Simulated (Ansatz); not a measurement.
# Lattice dynamics of NbTe2 monolayer (1T), part 3 of 3

Wanted: phonon frequencies of NbTe2 monolayer (1T) and what follows from them.

Ansatz 0.2.0; DFT PBEsol, scalar-relativistic, plane waves, PAW; PAW set soft_1.

So far. Step 4 (Tight relaxation): The largest force component left is 0.20 meV/Å, within the tolerances set. Step 5 (Linear response at the zone centre): Before it was imposed, the acoustic sum rule was missed by 5.6e-5 eV/Å². Small misses are needed for a sound result but don't prove that mesh and cutoff are converged. The lowest optical mode is real, 105 cm⁻¹.

## (6) Response at finite wavevector

Stability and thermal properties need the whole zone. Linear response on a 6×6×1 q mesh gives force constants as far as a supercell of that size would.

Input file input.yaml:

```yaml
crystal:
  lattice:
    - [3.5838147352, 0.0, 0.0]
    - [-1.7919073676, 3.1036746032, 0.0]
    - [0.0, 0.0, 30.424]
  atoms:
    - { symbol: Nb, position: [0.0, 0.0, 0.328687878] }
    - { symbol: Te, position: [0.3333333333, 0.6666666667, 0.3898498279] }
    - { symbol: Te, position: [0.6666666667, 0.3333333333, 0.2675259281] }
  periodic: [true, true, false]
kpoints:
  mp_grid: { grid: [18, 18, 1] }
hamiltonian:
  xc: pbesol
  pseudopotentials: { kind: paw, azcp: { folder: soft_1 }, xc_functional: pbe }
scf:
  occupations: { method: methfessel_paxton, width: 0.2 }
output:
  eigenvalues: true
phonons:
  method: dfpt
  qmesh: [6, 6, 1]
  temperatures: { t_max: 1000, t_step: 50 }
  qpath:
    path:
      - [0.0, 0.0, 0.0]
      - [0.5, 0.0, 0.0]
      - [0.33333333, 0.33333333, 0.0]
      - [0.0, 0.0, 0.0]
    npoints: 10
```

Command:

```sh
$ ansatz run input.yaml --threads 4 --pin off --max-ram 16384MiB --backend cpu --events-out ev --progress --plain --runs-dir out
```

Numbers of over 12 decimals in the logs are rounded to 6 here.

Log:

```text
[...]
Crystal: 3 atoms, lattice volume = 338.406 Å³
Basis set: ecut = 420 eV, 6467 PW (Γ), exchange–correlation on 48×48×432 points (8 copies of the dense FFT grid, shifted against one another)
Bands: 27, of which v1, the nominal top of the filled ones, is band 23 counted from 1 (22 counted from 0)
Symmetry: 12 space group operations
k-points: 37 of 324 (irreducible under 6 space group operations, time reversal used)
[...]
SCF iter   1: F=—  HF=-18300.700598 eV  |F-HF|=—  |Δ(HF+E_count)|=         —  Δρ=2.30e-2  dr2=2.79e0  ethr=3.10e-3  ⟨swp⟩=13.6  Hψ=7111  notcnv=0
[...]
SCF iter  11: F=-18299.885205 eV  HF=-18299.885205 eV  |F-HF|=1.27e-10  |Δ(HF+E_count)|=   1.22e-9  S|Δr|=    0.00e0  Δρ=3.26e-8  dr2=6.93e-12  ethr=1.00e-12  ⟨swp⟩=16.3  Hψ=7961  notcnv=0
SCF 1 converged in 11 iterations: F = -18299.885205 eV  dr2 = 6.93e-12
[...]
phonons: the bands overlap, so this run is a metal and interpolates without the dipole-dipole term. If the crystal is really an insulator or semiconductor, its LO-TO splitting is missing
NSCF: frozen V_eff on 37 k-points
WARN: eigensolver did not converge (k=0): 1 band(s) unlocked after 2 eigensolves, warm-restarted (20 sweeps on the last) at ethr=1.06e-12 eV (storage-precision floor; scheduled 1.00e-12 eV) (lowest unlocked band 26, counted from 0; max residual 5.21e-5 eV among the unlocked bands, 5.21e-5 eV over every band; other slots of this pass that fall short are told together in one closing line; warning suppressed until the next SCF loop or pass starts)
[...]
DFPT response loops at q = (0, 0, 0) (fractional): preconditioner auto → none (partly filled bands, converged f_vac=0.741); β = 0.50; Broyden in place of MSR1
[...]
SCF converged after 11 iterations
[...]
Free energy (F): -18299.885205 eV
[...]
Internal energy: -18299.883139 eV  (E = F + TS)
E sigma→0 (E₀):  -18299.884689 eV
Entropy (-TS):   -0.002066 eV (-0.689 meV/atom)
Fermi energy:    -4.654460 eV
[...]
--- Band table (eV; the first three rows and the last of 37) ---
  k-point 0: bands = [... 19 lower, -6.4898, -4.9669, -4.4250, -4.4250, -3.1988, -3.1988, -0.6107, -0.6107]
  k-point 1: bands = [... 19 lower, -6.3287, -4.9931, -4.5789, -4.5409, -3.2959, -3.1118, -0.9168, -0.6733]
  k-point 2: bands = [... 19 lower, -6.1682, -5.3006, -4.8160, -4.7876, -3.4302, -2.9530, -1.4827, -0.8114]
  k-point 36: bands = [... 19 lower, -7.7305, -7.2107, -7.2107, -3.5667, -3.5667, -3.0819, -1.3360, -1.3360]
--- Phonons (Γ-DFPT): 6 representative perturbations + reference (Σ response iterations 28) ---
  ASR residual: 1.527e-4 → 0.000e0 eV/Å²; symmetrization residual: 1.216e-5 eV/Å²
[...]
ASR residual per site (eV/Å²): 1.53e-4 5.04e-5 5.98e-5
  Γ frequencies (cm⁻¹): 0.00 0.00 0.00 104.79 104.79 154.76 165.25 165.25 280.29
--- Phonons (arbitrary-q DFPT): 7 irreducible q on the 6×6×1 mesh ---
  q = [0.0000, 0.0000, 0.0000] (star 1, of the zone-centre solve; hermiticity 1.24e-6, symmetrization 6.51e-13, taken by the last average 2.82e-7): 0.00 0.00 0.00 104.79 104.79 154.76 165.25 165.25 280.29
  q = [0.0000, 0.1667, 0.0000] (star 6, 9 solved perturbations on 171 of 324 k-point pairs; hermiticity 1.61e-6, symmetrization 6.02e-8, taken by the last average 3.92e-7): -89.90 -16.56 23.33 100.50 107.10 120.03 134.48 169.29 262.92
[...]
q = [0.1667, 0.1667, 0.0000] (star 6, 6 solved perturbations in 1485 linear systems a pass and spin channel, the states on 324 of 324 k-point pairs; hermiticity 1.60e-5, symmetrization 1.73e-9, taken by the last average 1.34e-6): -64.31 -16.53 53.17 118.85 119.39 131.28 133.72 185.77 241.15
[...]
sum rule: each row above includes the acoustic sum rule's correction from the zone centre's row sums; it moved no ω² by more than (0.67 cm⁻¹)²
  mesh force constants: q→R imaginary residual 1.78e-18; ASR residual 1.527e-4 → 0.000e0 eV/Å²; symmetrization residual 1.066e-14 eV/Å²
  interpolated dispersion: 31 rows × 9 modes
  density of states and harmonic sums: on the 24×24×1 q-mesh, interpolated from the force constants of a 6×6×1 supercell (no non-analytic term)
  largest difference from the sums on the solved wave vectors: F 6.47e-3 eV, S 7.82e-6 and C_V 1.35e-6 eV/K
  zero-point energy: 0.067190 eV/cell   skipped modes (ω ≤ 0): 49, of them read as no rigid motion or as one in doubt: 46 (7.292e-1 modes/cell left out, lowest -96.35 cm⁻¹)   left out of the sums: 8.16e-2 of the cell's modes: C_V's classical limit lies that fraction below 3 k_B per atom; for a crystal, a wire or a layer, F and S can be off by more, and a phonons.interpolated_qmesh denser along its periods is the remedy for the sampling
```

It took 42 min on 4 threads of Arm Neoverse V1, shared host; peak memory 5.8 GiB.

This step gave:

| Property | Result |
| --- | --- |
| sum-rule residual before enforcement | 1.53e-4 eV/Å² |
| lowest frequency on the path | -96.68 cm⁻¹ |
| highest frequency on the path or at a solved wavevector | 280.3 cm⁻¹ |
| lowest mode on the q mesh (acoustic modes at Γ apart) | -89.9 cm⁻¹ |

Frequencies (cm⁻¹) solved at each irreducible wavevector; negative means imaginary. Frequencies by wavevector, by row:

| q in reciprocal lattice units | star | mode 1 | mode 2 | mode 3 | mode 4 | mode 5 | mode 6 | mode 7 | mode 8 | mode 9 |
| --- | --- | --- | --- | --- | --- | --- | --- | --- | --- | --- |
| 0 0 0 | 1 | 0 | 0 | 0 | 104.8 | 104.8 | 154.8 | 165.2 | 165.2 | 280.3 |
| 0 0.1667 0 | 6 | -89.9 | -16.6 | 23.3 | 100.5 | 107.1 | 120 | 134.5 | 169.3 | 262.9 |
| 0 0.3333 0 | 6 | 22.5 | 63.4 | 64 | 110.2 | 132.2 | 134.8 | 142.4 | 184.3 | 236.3 |
| 0 -0.5 0 | 3 | 82.9 | 86.3 | 88.2 | 117.9 | 130 | 142.5 | 148.3 | 187.2 | 221.6 |
| 0.1667 0.1667 0 | 6 | -64.3 | -16.5 | 53.2 | 118.8 | 119.4 | 131.3 | 133.7 | 185.8 | 241.2 |
| 0.1667 0.3333 0 | 12 | 45.5 | 77.3 | 81 | 126.1 | 127.2 | 144.4 | 158.3 | 191.6 | 216.6 |
| 0.3333 0.3333 0 | 2 | 71.2 | 71.2 | 82.3 | 133.7 | 133.7 | 143.3 | 183.3 | 183.3 | 204.7 |

Interpolated from a 6×6×1 q mesh. The phonon branches at the labelled points (cm⁻¹):

| point | branch 1 | branch 2 | branch 3 | branch 4 | branch 5 | branch 6 | branch 7 | branch 8 | branch 9 |
| --- | --- | --- | --- | --- | --- | --- | --- | --- | --- |
| Γ | 0 | 0 | 0 | 105 | 105 | 155 | 165 | 165 | 280 |
| halfway | -84 | 30 | 44 | 108 | 122 | 130 | 130 | 173 | 249 |
| M | 83 | 86 | 88 | 118 | 130 | 142 | 148 | 187 | 222 |
| halfway | 58 | 79 | 85 | 127 | 127 | 145 | 164 | 189 | 212 |
| K | 71 | 71 | 82 | 134 | 134 | 143 | 183 | 183 | 205 |
| halfway | -64 | -16 | 53 | 119 | 119 | 131 | 134 | 186 | 241 |
| Γ | 0 | 0 | 0 | 105 | 105 | 155 | 165 | 165 | 280 |

The phonon branches as a text plot (rows in cm⁻¹):

```
    272 |*******                                           ******
    257 |       ****                                  *****
    241 |           ****                            **
    225 |               **********             *****
    210 |                         *************
    194 |             ******************   *********
    178 |         ****               ********       *******
    162 |*********              *****        **            ******
    147 |   **        ******************************       **
    131 | **  *********************************************  ***
    115 |   **********************                  *********
    100 |*******                                         ********
     84 |               ***********************
     68 |             ****      ***   **************
     53 |           **             ***       **   ****
     37 |       ****  **                              ***
     21 |     **                                         **
      5 |*****                                             **   *
    -10 | ********                                  **     *****
    -26 |                                      ***
    -42 |   **                                           **
    -57 |           **                            *******  **
    -73 |                                             *****
    -89 |     ******
         Γ                   M           K                      Γ
```

Tetrahedra on a 24×24×1 mesh, mean over bins of 5 cm-1. Interpolated from a 6×6×1 q mesh. The phonon density of states by wavenumber; read off at these points:

| wavenumber (cm⁻¹) | phonon density of states (1/cm⁻¹/cell) |
| --- | --- |
| -98 | 3.9e-4 |
| -82 | 0.00889 |
| -72 | 0.0062 |
| -58 | 0.00629 |
| -48 | 0.00755 |
| -32 | 0.00694 |
| -18 | 0.0103 |
| -8 | 0.00838 |
| 8 | 0.00642 |
| 22 | 0.00916 |
| 32 | 0.0120 |
| 48 | 0.0193 |
| 58 | 0.0326 |
| 72 | 0.0439 |
| 78 | 0.0827 |
| 88 | 0.0198 |
| 98 | 0.00502 |
| 112 | 0.0477 |
| 128 | 0.153 |
| 138 | 0.044 |
| 142 | 0.107 |
| 152 | 0.0249 |
| 162 | 0.014 |
| 172 | 0.0326 |
| 178 | 0.0189 |
| 188 | 0.0733 |
| 192 | 0.0569 |
| 202 | 8.1e-4 |
| 218 | 0.0219 |
| 232 | 0.0156 |
| 242 | 0.0121 |
| 258 | 0.00855 |
| 268 | 0.00647 |
| 282 | 7.0e-5 |

The partial phonon density of states has structure finer than the step of the table below, so its rows give means over 10 cm⁻¹, whole bins alone (the curve runs from -106 to 299 cm⁻¹). Peaks (cm⁻¹: height): Nb -9.4: 0.00789, 41.5: 0.0125, 77.2: 0.0264, 128.1: 0.0184, 189.2: 0.0406, 219.8: 0.0193; Te 79.7: 0.0497, 128.1: 0.115, 143.4: 0.0838, 171.4: 0.0248, 189.2: 0.0305.

Phonopy on the run's constants, 19x19x1 mesh, Gaussian sigma 2.9 cm-1. Interpolated from a 6×6×1 q mesh. Partial phonon density of states against wavenumber; means over each step; values in 1/cm⁻¹/cell:

| wavenumber (cm⁻¹) | Nb | Te |
| --- | --- | --- |
| -100 | 0.00112 | 3.2e-4 |
| -90 | 0.00485 | 0.00146 |
| -80 | 0.00557 | 0.00204 |
| -70 | 0.00476 | 0.00177 |
| -60 | 0.00587 | 0.00238 |
| -50 | 0.00462 | 0.00232 |
| -40 | 0.00530 | 0.00314 |
| -30 | 0.00537 | 0.00402 |
| -20 | 0.00353 | 0.00363 |
| -10 | 0.00591 | 0.00629 |
| 0 | 0.00223 | 0.00422 |
| 10 | 0.00125 | 0.00301 |
| 20 | 0.00113 | 0.00334 |
| 30 | 0.00346 | 0.00594 |
| 40 | 0.0102 | 0.0119 |
| 50 | 0.00877 | 0.0119 |
| 60 | 0.0130 | 0.0176 |
| 70 | 0.0163 | 0.0266 |
| 80 | 0.0234 | 0.0451 |
| 90 | 0.00548 | 0.0114 |
| 100 | 5.2e-4 | 0.0135 |
| 110 | 0.00271 | 0.0464 |
| 120 | 0.00814 | 0.0717 |
| 130 | 0.0144 | 0.0946 |
| 140 | 0.00504 | 0.0669 |
| 150 | 0.00544 | 0.0416 |
| 160 | 0.00565 | 0.0118 |
| 170 | 0.00815 | 0.0196 |
| 180 | 0.00977 | 0.0133 |
| 190 | 0.0303 | 0.0231 |
| 200 | 0.00576 | 0.00361 |
| 210 | 0.0116 | 0.00425 |
| 220 | 0.0177 | 0.00618 |
| 230 | 0.0134 | 0.00463 |
| 240 | 0.00963 | 0.00336 |
| 250 | 0.00758 | 0.00267 |
| 260 | 0.00588 | 0.00209 |
| 270 | 0.00443 | 0.00159 |
| 280 | 0.00192 | 7.0e-4 |
| 290 | 4.1e-5 | 1.4e-5 |

Symmetry leaves 7 wavevectors to solve. The lowest mode among them, the acoustic zeros apart, lies at q = (0, 0.167, 0) and is imaginary, 89.9i cm⁻¹, so the energy falls along it. Between them the interpolated path dips to 97i cm⁻¹.

## (7) Isotope substitution

An isotope changes the mass and not the force constants, so no new electronic calculation is needed; the shifts show which modes move this element.

The same force constants with the mass of Te changed from 127.600 to 129.906 u (phonopy, no LO-TO term). Both lists are sorted by frequency; levels can cross, so a row need not hold one and the same mode. Modes under 3 cm⁻¹ are left out. Isotope shifts, by row:

| q | rank | natural mass (cm⁻¹) | changed mass (cm⁻¹) |
| --- | --- | --- | --- |
| 0 0 0 | 4 | 104.8 | 103.9 |
| 0 0 0 | 5 | 104.8 | 103.9 |
| 0 0 0 | 6 | 154.8 | 153.4 |
| 0 0 0 | 7 | 165.2 | 164.9 |
| 0 0 0 | 8 | 165.2 | 164.9 |
| 0 0 0 | 9 | 280.3 | 279.6 |
| 0 0.1667 0 | 1 | -89.9 | -89.73 |
| 0 0.1667 0 | 2 | -16.56 | -16.48 |
| 0 0.1667 0 | 3 | 23.33 | 23.18 |
| 0 0.1667 0 | 4 | 100.5 | 99.62 |
| 0 0.1667 0 | 5 | 107.1 | 106.2 |
| 0 0.1667 0 | 6 | 120 | 119 |
| 0 0.1667 0 | 7 | 134.5 | 133.9 |
| 0 0.1667 0 | 8 | 169.3 | 168.1 |
| 0 0.1667 0 | 9 | 262.9 | 262.3 |
| 0 0.3333 0 | 1 | 22.5 | 22.4 |
| 0 0.3333 0 | 2 | 63.4 | 62.98 |
| 0 0.3333 0 | 3 | 64 | 63.68 |
| 0 0.3333 0 | 4 | 110.2 | 109.3 |
| 0 0.3333 0 | 5 | 132.2 | 131.5 |
| 0 0.3333 0 | 6 | 134.8 | 133.7 |
| 0 0.3333 0 | 7 | 142.4 | 141.1 |
| 0 0.3333 0 | 8 | 184.3 | 183.5 |
| 0 0.3333 0 | 9 | 236.3 | 235.8 |
| 0 -0.5 0 | 1 | 82.94 | 82.39 |
| 0 -0.5 0 | 2 | 86.34 | 85.78 |
| 0 -0.5 0 | 3 | 88.22 | 87.69 |
| 0 -0.5 0 | 4 | 117.9 | 116.8 |
| 0 -0.5 0 | 5 | 130 | 129.7 |
| 0 -0.5 0 | 6 | 142.5 | 141.2 |
| 0 -0.5 0 | 7 | 148.3 | 147 |
| 0 -0.5 0 | 8 | 187.2 | 186.6 |
| 0 -0.5 0 | 9 | 221.6 | 221.1 |

A mode of this element alone would shift by -0.89 %. The highest zone-centre frequency without the field goes from 280.3 to 279.6 cm⁻¹ (-0.2 %). The product of the frequency ratios over all optical modes at Γ is 0.967; the product rule, (m/m′)^(3k/2) (M′/M)^(3/2) with k = 2 such atoms and M the mass of the cell, gives 0.967.

## (8) Outcome

```
space group after relaxation (within 0.01 Å)            : P-3m1
area per atom                                           : 3.71 Å²
electronic character                                    : no gap on this mesh
highest optical mode at the zone centre (no LO-TO term) : 280 cm⁻¹
lowest optical zone-centre mode                         : 105 cm⁻¹
lowest mode on the q mesh (acoustic modes at Γ apart)   : -89.9 cm⁻¹
highest frequency on the path or at a solved wavevector : 280 cm⁻¹
imaginary modes on the 6×6×1 q mesh                     : yes
```

Modes are clearly imaginary (beyond 10i cm⁻¹) at 2 of the 7 irreducible wavevectors, most at q = (0, 0.167, 0) (89.9i cm⁻¹), so this structure is not a minimum of the energy. The optical modes at Γ span 105 to 280 cm⁻¹. The highest mode in this list at Γ, 280.3 cm⁻¹, is mostly motion of Nb (73 % of the kinetic energy). With no gap, or one that is small against the smearing, the frequencies hang on the k mesh and the smearing, most of all near Kohn anomalies. The phonon runs are without spin polarisation, although the cell has an odd electron count. In a sheet or slab the interpolated bending branch near Γ is rough, since the rotational sum rule isn't imposed. Spin-orbit coupling is left out, which can matter for the heavy elements here. The PAW files were made for PBE and serve the other functionals too. A phonon run warned that its eigensolver left some bands unconverged in a pass. The starting cell was built on a prototype and not taken from a measurement. These are harmonic frequencies at zero temperature: anharmonic shifts, linewidths and thermal expansion are left out.

[Logs are printed without paths, hosts, clocks, repeated set-up lines and the standing remarks that a program may print on its own settings, such as how far it seeks lower states.]

[Hosts, paths, dates, database ids (printed as entryN), source tags and the programs' standing remarks are cut or masked in the printed files.]
